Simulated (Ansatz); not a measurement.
In doubt: one-shot GW on d or f shells is unsure (in some of the runs), so the values of those runs are not to be relied on.

System: LaCuSeO (P4/nmm).

The structure is tetragonal, space group P4/nmm (No. 129). The conventional cell has a = 4.067 Å, b = 4.067 Å, c = 8.797 Å, α = 90.00°, β = 90.00°, γ = 90.00°. Nearest to La lie 4 O at 2.38 Å and 4 Se at 3.33 Å. Nearest to Cu lie 4 Se at 2.52 Å. Nearest to Se lie 4 Cu at 2.52 Å and 4 La at 3.33 Å. Nearest to O lie 4 La at 2.38 Å. Farther neighbours and most contacts between anions are not listed.

```yaml
crystal:
  lattice:
    - [4.06712, 0.00000, 0.00000]
    - [0.00000, 4.06712, 0.00000]
    - [0.00000, 0.00000, 8.79750]
  atoms:
    - { symbol: La, position: [0.50000, 0.00000, 0.13980] }
    - { symbol: La, position: [0.00000, 0.50000, 0.86020] }
    - { symbol: Cu, position: [0.50000, 0.50000, 0.50000] }
    - { symbol: Cu, position: [0.00000, 0.00000, 0.50000] }
    - { symbol: Se, position: [0.50000, 0.00000, 0.66980] }
    - { symbol: Se, position: [0.00000, 0.50000, 0.33020] }
    - { symbol: O, position: [0.50000, 0.50000, 0.00000] }
    - { symbol: O, position: [0.00000, 0.00000, 0.00000] }
```

The cell and positions come from the Crystallography Open Database and are kept as given unless a step says otherwise. Spin-orbit coupling is left out unless a run names it.

Gaps computed with Ansatz 0.2.0 without a self-energy: r2SCAN 1.89 eV.

**Question.** What gap should G0W0 on r2SCAN give (4×4×2 mesh, 934 empty bands, screening to 200 eV, PAW set soft_1 files)?

About 2.36 eV: on its mesh the run moves the gap from 1.89 eV by +0.47 eV. A band edge moves to another state on the way. Bands and cutoff are finite, so the gap is not at the basis limit. The miss can reach some tenths of an eV and take either sign; the mesh is an error of its own. The 4×4×2 mesh is coarse for this cell (its supercell is 16 Å along the shortest edge). The RPA ε∞ on it, from the r2SCAN start, is 6.00 and 7.58; such meshes misread the long-range screening, most where the gap is narrow. Empty 4f levels lie among the conduction bands. Their place in the start is unsure; it enters the screening, and the edge itself where they lie low. A d shell, filled or nearly so, lies near the gap. One-shot GW converges very slowly in bands there, not always from below, and on a semilocal start the gap tends to come out low; starts rich in exact exchange can overshoot instead. The many-body steps are scalar-relativistic: spin-orbit coupling is not in them.

[Paths, hosts, dates, memory and timing lines, banners, echoed tables and standing remarks are left out of the program output.]

[Logs are printed without paths, hosts, clocks, repeated set-up lines and the standing remarks that a program may print on its own settings, such as how far it seeks lower states.]

[Runs of the session that timed out or met a known fault of the program may be left out.]

[Cells called generated may have been cut or substituted from an entry of the Crystallography Open Database or the Materials Project.]

[Hosts, paths, dates, database ids (printed as entryN), source tags and the programs' standing remarks are cut or masked in the printed files.]
